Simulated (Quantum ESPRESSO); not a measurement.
# Be2Al (hypothetical, Fm-3m): phonons against volume, part 4 of 6

Wanted: mode Grüneisen parameters of Be2Al (hypothetical) and a free-energy fit over volumes. The crystal structure is hypothetical: it was made by swapping elements on a known structure type.

Quantum ESPRESSO 7.5; DFT PBEsol, scalar-relativistic, plane waves, GBRV ultrasoft pseudopotentials.

So far. Step 3 (Relaxation): After the last step pw.x solved the final cell once more on a basis chosen for it, which moves the energy without moving the atoms. Step 4 (Ground state at this cell): On a basis chosen for the relaxed cell the pressure is 0.13 GPa, small enough for phonons.

**5. Forces on a displaced cell**

One atom (for the harmonic constants) or a pair of atoms (for the cubic ones) is moved by a few hundredths of an ångström; the forces on all atoms give a column of force constants. The threshold is tight because the forces are small.

System of this step: Be2Al (hypothetical). The structure is orthorhombic, space group Imm2 (No. 44). The conventional cell has a = 7.700 Å, b = 10.890 Å, c = 7.700 Å, α = 90.00°, β = 90.00°, γ = 90.00°. Nearest to Be lie 4 Al at 2.34 to 2.36 Å. Nearest to Be lie 4 Al at 2.36 to 2.37 Å. Nearest to Be lie 4 Al at 2.36 Å. Be has 4 Al at 2.36 Å nearest. Be has 4 Al at 2.36 Å nearest. Farther neighbours are not listed.

disp-00002.in reads:

```
&CONTROL
  calculation = 'scf'
  prefix      = 'x'
  outdir      = './tmp'
  pseudo_dir  = './pseudo'
  tprnfor     = .true.
  disk_io     = 'none'
/
&SYSTEM
  ibrav       = 0
  nat         = 24
  ntyp        = 2
  ecutwfc     = 45.0
  ecutrho     = 270.0
  occupations = 'smearing'
  smearing    = 'mv'
  degauss     = 0.02
/
&ELECTRONS
  conv_thr         = 1.0d-11
  mixing_beta      = 0.7
  electron_maxstep = 100
/
ATOMIC_SPECIES
 Be      9.0122  Be.upf
 Al     26.9815  Al.upf
CELL_PARAMETERS angstrom
     0.000000000    5.444915708    5.444915708
     5.444915708    0.000000000    5.444915708
     5.444915708    5.444915708    0.000000000
ATOMIC_POSITIONS crystal
 Be     0.125000000   0.125000000   0.125000000
 Be     0.625000000   0.125000000   0.125000000
 Be     0.125000000   0.625000000   0.125000000
 Be     0.625000000   0.625000000   0.125000000
 Be     0.125000000   0.125000000   0.625000000
 Be     0.625000000   0.125000000   0.625000000
 Be     0.125000000   0.625000000   0.625000000
 Be     0.625000000   0.625000000   0.625000000
 Be     0.375000000   0.375000000   0.375000000
 Be     0.875000000   0.375000000   0.375000000
 Be     0.375000000   0.875000000   0.375000000
 Be     0.875000000   0.875000000   0.375000000
 Be     0.375000000   0.375000000   0.875000000
 Be     0.875000000   0.375000000   0.875000000
 Be     0.375000000   0.875000000   0.875000000
 Be     0.875000000   0.875000000   0.875000000
 Al     0.002597310   0.000000000   0.000000000
 Al     0.500000000   0.000000000   0.000000000
 Al     0.000000000   0.500000000   0.000000000
 Al     0.500000000   0.500000000   0.000000000
 Al     0.000000000   0.000000000   0.500000000
 Al     0.500000000   0.000000000   0.500000000
 Al     0.000000000   0.500000000   0.500000000
 Al     0.500000000   0.500000000   0.500000000
K_POINTS automatic
 5 5 5 0 0 0
```

Run with:

```
> OMP_NUM_THREADS=1 mpirun -n 4 pw.x -nk 4 -in disp-00002.in > disp-00002.out
```

The log of the run:

```text
[banner, memory and clock lines left out]
Program PWSCF v.7.5

     Message from routine setup:
     using ibrav=0 with symmetry is DISCOURAGED, use correct ibrav instead

     G-vector sticks info

     bravais-lattice index     =            0
     lattice parameter (alat)  =      14.5514  a.u.
     unit-cell volume          =    2178.7133 (a.u.)^3
     number of atoms/cell      =           24
     number of atomic types    =            2
     number of electrons       =        88.00
     number of Kohn-Sham states=           53
     kinetic-energy cutoff     =      45.0000  Ry
     charge density cutoff     =     270.0000  Ry
     scf convergence threshold =      1.0E-11
     mixing beta               =       0.7000
     number of iterations used =            8  plain     mixing
     Exchange-correlation= SLA  PW   PSX  PSC
                           (   1   4  10   8   0   0   0)

     celldm(1)=  14.551408  celldm(2)=   0.000000  celldm(3)=   0.000000
     celldm(4)=   0.000000  celldm(5)=   0.000000  celldm(6)=   0.000000

     crystal axes: (cart. coord. in units of alat)
               a(1) = (   0.000000   0.707107   0.707107 )
               a(2) = (   0.707107   0.000000   0.707107 )
               a(3) = (   0.707107   0.707107   0.000000 )

     reciprocal axes: (cart. coord. in units 2 pi/alat)
               b(1) = ( -0.707107  0.707107  0.707107 )
               b(2) = (  0.707107 -0.707107  0.707107 )
               b(3) = (  0.707107  0.707107 -0.707107 )

     PseudoPot. # 1 for Be read from file:
     ./pseudo/Be.upf
     Pseudo is Ultrasoft, Zval =  4.0
     Using radial grid of  769 points,  6 beta functions with:
                l(1) =   0
                l(2) =   0
                l(3) =   0
                l(4) =   1
                l(5) =   1
                l(6) =   2
     Q(r) pseudized with 10 coefficients,  rinner =    1.000   1.000   1.000
                                                       1.000   1.000

     PseudoPot. # 2 for Al read from file:
     ./pseudo/Al.upf
     Pseudo is Ultrasoft + core correction, Zval =  3.0
     Using radial grid of  893 points,  3 beta functions with:
                l(1) =   0
                l(2) =   1
                l(3) =   2
     Q(r) pseudized with  8 coefficients,  rinner =    0.900   0.900   0.900
                                                       0.900   0.900

     atomic species   valence    mass     pseudopotential
     Be                4.00     9.01220     Be( 1.00)
     Al                3.00    26.98150     Al( 1.00)

      4 Sym. Ops. (no inversion) found

   Cartesian axes

     site n.     atom                  positions (alat units)
         1        Be     tau(   1) = (   0.1767767   0.1767767   0.1767767  )
         2        Be     tau(   2) = (   0.1767767   0.5303301   0.5303301  )
         3        Be     tau(   3) = (   0.5303301   0.1767767   0.5303301  )
         4        Be     tau(   4) = (   0.5303301   0.5303301   0.8838835  )
         5        Be     tau(   5) = (   0.5303301   0.5303301   0.1767767  )
         6        Be     tau(   6) = (   0.5303301   0.8838835   0.5303301  )
         7        Be     tau(   7) = (   0.8838835   0.5303301   0.5303301  )
         8        Be     tau(   8) = (   0.8838835   0.8838835   0.8838835  )
         9        Be     tau(   9) = (   0.5303301   0.5303301   0.5303301  )
        10        Be     tau(  10) = (   0.5303301   0.8838835   0.8838835  )
        11        Be     tau(  11) = (   0.8838835   0.5303301   0.8838835  )
        12        Be     tau(  12) = (   0.8838835   0.8838835   1.2374369  )
        13        Be     tau(  13) = (   0.8838835   0.8838835   0.5303301  )
        14        Be     tau(  14) = (   0.8838835   1.2374369   0.8838835  )
        15        Be     tau(  15) = (   1.2374369   0.8838835   0.8838835  )
        16        Be     tau(  16) = (   1.2374369   1.2374369   1.2374369  )
        17        Al     tau(  17) = (   0.0000000   0.0018366   0.0018366  )
        18        Al     tau(  18) = (   0.0000000   0.3535534   0.3535534  )
        19        Al     tau(  19) = (   0.3535534   0.0000000   0.3535534  )
        20        Al     tau(  20) = (   0.3535534   0.3535534   0.7071068  )
        21        Al     tau(  21) = (   0.3535534   0.3535534   0.0000000  )
        22        Al     tau(  22) = (   0.3535534   0.7071068   0.3535534  )
        23        Al     tau(  23) = (   0.7071068   0.3535534   0.3535534  )
        24        Al     tau(  24) = (   0.7071068   0.7071068   0.7071068  )

     number of k points=    27  Marzari-Vanderbilt smearing, width (Ry)=  0.0200
                       cart. coord. in units 2pi/alat
        k(    1) = (   0.0000000   0.0000000   0.0000000), wk =   0.0160000
        k(    2) = (   0.1414214   0.1414214  -0.1414214), wk =   0.0640000
        k(    3) = (   0.2828427   0.2828427  -0.2828427), wk =   0.0640000
        k(    4) = (   0.2828427  -0.0000000   0.0000000), wk =   0.0320000
        k(    5) = (   0.4242641   0.1414214  -0.1414214), wk =   0.0640000
        k(    6) = (  -0.1414214  -0.4242641   0.4242641), wk =   0.0640000
        k(    7) = (   0.0000000  -0.2828427   0.2828427), wk =   0.0320000
        k(    8) = (   0.5656854  -0.0000000   0.0000000), wk =   0.0320000
        k(    9) = (   0.0000000  -0.5656854   0.5656854), wk =   0.0320000
        k(   10) = (  -0.1414214  -0.4242641   0.7071068), wk =   0.1280000
        k(   11) = (   0.1414214   0.1414214   0.1414214), wk =   0.0640000
        k(   12) = (   0.2828427   0.2828427   0.2828427), wk =   0.0640000
        k(   13) = (  -0.0000000   0.2828427   0.0000000), wk =   0.0640000
        k(   14) = (   0.1414214   0.4242641   0.1414214), wk =   0.1280000
        k(   15) = (  -0.1414214  -0.4242641   0.1414214), wk =   0.1280000
        k(   16) = (  -0.4242641  -0.1414214  -0.1414214), wk =   0.0640000
[...]
k(   20) = (  -0.2828427   0.0000000  -0.2828427), wk =   0.1280000
        k(   21) = (  -0.0000000   0.2828427   0.2828427), wk =   0.0320000
        k(   22) = (  -0.0000000   0.5656854   0.0000000), wk =   0.0640000
        k(   23) = (  -0.5656854   0.0000000  -0.5656854), wk =   0.1280000
        k(   24) = (   0.0000000   0.5656854   0.5656854), wk =   0.0320000
        k(   25) = (  -0.4242641  -0.1414214  -0.7071068), wk =   0.1280000
        k(   26) = (   0.7071068   0.4242641  -0.1414214), wk =   0.0640000
        k(   27) = (  -0.7071068   0.4242641   0.1414214), wk =   0.0640000

     Dense  grid:   163041 G-vectors     FFT dimensions: (  80,  80,  80)

[...]
Davidson diagonalization with overlap
     ethr =  1.00E-13,  avg # of iterations =  1.0

     End of self-consistent calculation

          k = 0.0000 0.0000 0.0000 ( 11017 PWs)   bands (ev):

   -93.9024 -93.9020 -93.8914 -93.8910 -93.8909 -93.8908 -93.8907 -93.8907
   -93.8907 -93.8907 -93.8905 -93.8905 -93.8904 -93.8901 -93.8794 -93.8791
    -3.9886  -1.2759  -1.2758  -1.2757  -1.2757  -0.1814  -0.1797  -0.1795
    -0.1116  -0.1115  -0.1114  -0.1096   0.7844   0.7845   0.7845   3.4940
     3.4941   3.4941   3.4941   3.4942   3.4942   6.0560   6.0561   6.0569
     6.2376   6.2376   6.2376   6.2377   6.2377   6.2378   6.2382   6.2383
     6.8741   6.8742   6.8742   7.6795   7.6796

          k = 0.1414 0.1414-0.1414 ( 11104 PWs)   bands (ev):

   -93.9024 -93.9021 -93.8914 -93.8910 -93.8910 -93.8909 -93.8908 -93.8908
   -93.8907 -93.8906 -93.8905 -93.8905 -93.8904 -93.8901 -93.8794 -93.8791
    -3.8592  -1.9833  -1.2953  -1.2917  -1.2881  -0.5583  -0.5533  -0.5482
     0.1461   0.1497   0.1532   0.8324   1.3545   1.3595   1.3646   2.9176
     2.9219   2.9261   3.6291   3.6293   3.6294   5.3644   5.3693   5.3739
     5.5623   5.5626   5.5628   5.8603   6.2264   6.2264   6.4190   6.4210
     6.4228   6.7189   6.7190   7.7058   7.7072

          k = 0.2828 0.2828-0.2828 ( 11126 PWs)   bands (ev):

   -93.9024 -93.9021 -93.8914 -93.8911 -93.8910 -93.8909 -93.8909 -93.8908
   -93.8906 -93.8906 -93.8906 -93.8905 -93.8904 -93.8901 -93.8794 -93.8791
    -3.4727  -2.8367  -1.2356  -1.2305  -1.2256  -0.9922  -0.9869  -0.9814
     0.8050   0.8099   0.8147   1.6505   1.6557   1.6608   2.3822   2.7047
[...]
6.8906   6.8918   6.8929   7.3501   7.3509

          k = 0.2828-0.0000 0.0000 ( 11138 PWs)   bands (ev):

[...]
6.7737   6.9109   6.9111   8.1075   8.1833

          k = 0.4243 0.1414-0.1414 ( 11133 PWs)   bands (ev):

[...]
6.8495   7.5318   7.5357   7.6948   7.7040

          k =-0.1414-0.4243 0.4243 ( 11124 PWs)   bands (ev):

[...]
7.2175   7.2423   7.5362   7.6606   7.6694

          k = 0.0000-0.2828 0.2828 ( 11099 PWs)   bands (ev):

[...]
6.9739   6.9828   7.2473   7.5178   7.5181

          k = 0.5657-0.0000 0.0000 ( 11106 PWs)   bands (ev):

[...]
6.3394   6.5400   8.1936   8.2009   8.2037

          k = 0.0000-0.5657 0.5657 ( 11100 PWs)   bands (ev):

[...]
6.8130   6.8132   7.6604   8.3538   8.7118

          k =-0.1414-0.4243 0.7071 ( 11074 PWs)   bands (ev):

[...]
7.1565   7.3419   7.8117   7.8163   7.9805

          k = 0.1414 0.1414 0.1414 ( 11104 PWs)   bands (ev):

[...]
6.4221   6.7188   6.7189   7.7062   7.7074

          k = 0.2828 0.2828 0.2828 ( 11126 PWs)   bands (ev):

[...]
6.8911   6.8918   6.8924   7.3502   7.3507

          k =-0.0000 0.2828 0.0000 ( 11138 PWs)   bands (ev):

[...]
6.7737   6.9110   6.9111   8.1072   8.1823

          k = 0.1414 0.4243 0.1414 ( 11133 PWs)   bands (ev):

[...]
6.8495   7.5329   7.5349   7.6947   7.7042

          k =-0.1414-0.4243 0.1414 ( 11133 PWs)   bands (ev):

[...]
6.8495   7.5328   7.5348   7.6948   7.7041

          k =-0.4243-0.1414-0.1414 ( 11133 PWs)   bands (ev):

[...]
6.8494   7.5336   7.5339   7.6949   7.7041

          k =-0.4243-0.1414-0.4243 ( 11124 PWs)   bands (ev):

[...]
k = 0.4243 0.1414-0.4243 ( 11124 PWs)   bands (ev):

[...]
k = 0.1414 0.4243 0.4243 ( 11124 PWs)   bands (ev):

[...]
k =-0.2828 0.0000-0.2828 ( 11099 PWs)   bands (ev):

[...]
6.9761   6.9806   7.2472   7.5165   7.5196

          k =-0.0000 0.2828 0.2828 ( 11099 PWs)   bands (ev):

[...]
6.9784   6.9784   7.2472   7.5181   7.5181

          k =-0.0000 0.5657 0.0000 ( 11106 PWs)   bands (ev):

[...]
6.3394   6.5400   8.1961   8.2007   8.2043

          k =-0.5657 0.0000-0.5657 ( 11100 PWs)   bands (ev):

[...]
6.8115   6.8146   7.6606   8.3538   8.7144

          k = 0.0000 0.5657 0.5657 ( 11100 PWs)   bands (ev):

[...]
6.8130   6.8130   7.6606   8.3538   8.7152

          k =-0.4243-0.1414-0.7071 ( 11074 PWs)   bands (ev):

[...]
7.1565   7.3419   7.8117   7.8163   7.9805

          k = 0.7071 0.4243-0.1414 ( 11074 PWs)   bands (ev):

[...]
2.6843   2.6843   3.1535   3.4082   3.5702   3.6515   4.1321   4.1322
     4.2880   4.2888   4.3369   4.3378   4.6145   5.8365   5.8366   6.7036
     7.1565   7.3419   7.8139   7.8140   7.9804

          k =-0.7071 0.4243 0.1414 ( 11074 PWs)   bands (ev):

   -93.9024 -93.9020 -93.8912 -93.8912 -93.8910 -93.8910 -93.8908 -93.8908
   -93.8907 -93.8906 -93.8905 -93.8904 -93.8903 -93.8902 -93.8794 -93.8791
    -3.1303  -2.4970  -2.4970  -2.2828  -0.9155  -0.9154  -0.6906  -0.1367
     1.1358   1.1358   1.3821   1.5097   1.8392   2.2099   2.6692   2.6693
     2.6845   2.6846   3.1535   3.4082   3.5702   3.6514   4.1321   4.1322
     4.2887   4.2888   4.3360   4.3378   4.6145   5.8365   5.8365   6.7037
     7.1565   7.3419   7.8139   7.8140   7.9806

     the Fermi energy is     5.3210 ev

!    total energy              =    -501.86374697 Ry
     estimated scf accuracy    <          6.9E-12 Ry
     smearing contrib. (-TS)   =       0.00216773 Ry
     internal energy E=F+TS    =    -501.86591470 Ry

     The total energy is F=E-TS. E is the sum of the following terms:
     one-electron contribution =    -278.63002789 Ry
     hartree contribution      =      91.90069746 Ry
     xc contribution           =    -111.94274448 Ry
     ewald contribution        =    -203.19383980 Ry

     convergence has been achieved in  14 iterations

     Forces acting on atoms (cartesian axes, Ry/au):

     atom    1 type  1   force =     0.00143709    0.00134075    0.00134075
     atom    2 type  1   force =    -0.00133002    0.00126516    0.00126516
     atom    3 type  1   force =     0.00000578   -0.00008760   -0.00007243
     atom    4 type  1   force =    -0.00000203    0.00006071    0.00005857
     atom    5 type  1   force =     0.00000578   -0.00007243   -0.00008760
     atom    6 type  1   force =    -0.00000203    0.00005857    0.00006071
     atom    7 type  1   force =     0.00006563   -0.00000576   -0.00000576
     atom    8 type  1   force =    -0.00006623   -0.00000672   -0.00000672
     atom    9 type  1   force =    -0.00006563   -0.00000576   -0.00000576
     atom   10 type  1   force =     0.00006623   -0.00000672   -0.00000672
     atom   11 type  1   force =     0.00000203    0.00006071    0.00005857
     atom   12 type  1   force =    -0.00000578   -0.00008760   -0.00007243
     atom   13 type  1   force =     0.00000203    0.00005857    0.00006071
     atom   14 type  1   force =    -0.00000578   -0.00007243   -0.00008760
     atom   15 type  1   force =    -0.00143709    0.00134075    0.00134075
     atom   16 type  1   force =     0.00133002    0.00126516    0.00126516
     atom   17 type  2   force =     0.00000000   -0.00506484   -0.00506484
     atom   18 type  2   force =    -0.00000000   -0.00008135   -0.00008135
     atom   19 type  2   force =    -0.00003181    0.00005475   -0.00004947
     atom   20 type  2   force =     0.00003181   -0.00004947    0.00005475
     atom   21 type  2   force =    -0.00003181   -0.00004947    0.00005475
     atom   22 type  2   force =     0.00003181    0.00005475   -0.00004947
     atom   23 type  2   force =    -0.00000000   -0.00001764   -0.00001764
     atom   24 type  2   force =     0.00000000    0.00004792    0.00004792

     Total force =     0.008527     Total SCF correction =     0.000005
     Message from routine punch:
     Nothing written, as per user request (disk_io='none')
```

Wall time 2.9 min (4 MPI ranks of Arm Neoverse V2, shared host); 11 min of CPU time.

Force by atom:

```csv
atom,x (eV/Å),y (eV/Å),z (eV/Å),size
Be1,0.037,0.034,0.034,0.061
Be2,-0.034,0.033,0.033,0.057
Be3,0.000,-0.002,-0.002,0.003
Be4,0.000,0.002,0.002,0.002
Be5,0.000,-0.002,-0.002,0.003
Be6,0.000,0.002,0.002,0.002
Be7,0.002,0.000,0.000,0.002
Be8,-0.002,0.000,0.000,0.002
Be9,-0.002,0.000,0.000,0.002
Be10,0.002,0.000,0.000,0.002
Be11,0.000,0.002,0.002,0.002
Be12,0.000,-0.002,-0.002,0.003
Be13,0.000,0.002,0.002,0.002
Be14,0.000,-0.002,-0.002,0.003
Be15,-0.037,0.034,0.034,0.061
Be16,0.034,0.033,0.033,0.057
Al17,0.000,-0.130,-0.130,0.184
Al18,0.000,-0.002,-0.002,0.003
Al19,-0.001,0.001,-0.001,0.002
Al20,0.001,-0.001,0.001,0.002
Al21,-0.001,-0.001,0.001,0.002
Al22,0.001,0.001,-0.001,0.002
Al23,0.000,0.000,0.000,0.001
Al24,0.000,0.001,0.001,0.002
```

**6. A displaced supercell**

One atom (for the harmonic constants) or a pair of atoms (for the cubic ones) is moved by a few hundredths of an ångström; the forces on all atoms give a column of force constants. The threshold is tight because the forces are small.

disp-00001.in, as its differences from disp-00002.in of step 5:

```diff
@@ -31,3 +31,3 @@
 ATOMIC_POSITIONS crystal
- Be     0.125000000   0.125000000   0.125000000
+ Be     0.127597310   0.125000000   0.125000000
  Be     0.625000000   0.125000000   0.125000000
@@ -47,3 +47,3 @@
  Be     0.875000000   0.875000000   0.875000000
- Al     0.002597310   0.000000000   0.000000000
+ Al     0.000000000   0.000000000   0.000000000
  Al     0.500000000   0.000000000   0.000000000
```

Run with:

```
> OMP_NUM_THREADS=1 mpirun -n 4 pw.x -nk 4 -in disp-00001.in > disp-00001.out
```

The log of the run:

```text
[banner, memory and clock lines left out]
Program PWSCF v.7.5

     Message from routine setup:
     using ibrav=0 with symmetry is DISCOURAGED, use correct ibrav instead

     G-vector sticks info

     bravais-lattice index     =            0
     lattice parameter (alat)  =      14.5514  a.u.
     unit-cell volume          =    2178.7133 (a.u.)^3
     number of atoms/cell      =           24
     number of atomic types    =            2
[...]
atom    2 type  1   force =     0.00000328    0.00025012    0.00025012
     atom    3 type  1   force =     0.00015948   -0.00001276    0.00008920
[...]
atom   23 type  2   force =     0.00006566   -0.00000642   -0.00000642
     atom   24 type  2   force =    -0.00006583   -0.00000665   -0.00000665

     Total force =     0.004758     Total SCF correction =     0.000005
     Message from routine punch:
     Nothing written, as per user request (disk_io='none')
[key lines of the parts left out:]
!    total energy              =    -501.86381991 Ry
the Fermi energy is     5.3210 ev
convergence has been achieved in  13 iterations
```

The job ended after 3.8 min (4 MPI ranks).

(Part 4 of 6 ends here.)

[Logs are printed without paths, hosts, clocks, repeated set-up lines and the standing remarks that a program may print on its own settings, such as how far it seeks lower states.]

[Hosts, paths, dates, database ids (printed as entryN), source tags and the programs' standing remarks are cut or masked in the printed files.]

[A step with changed settings may run another functional than the one named; its input shows which.]

[Of the runs on displaced cells, only some may be shown.]
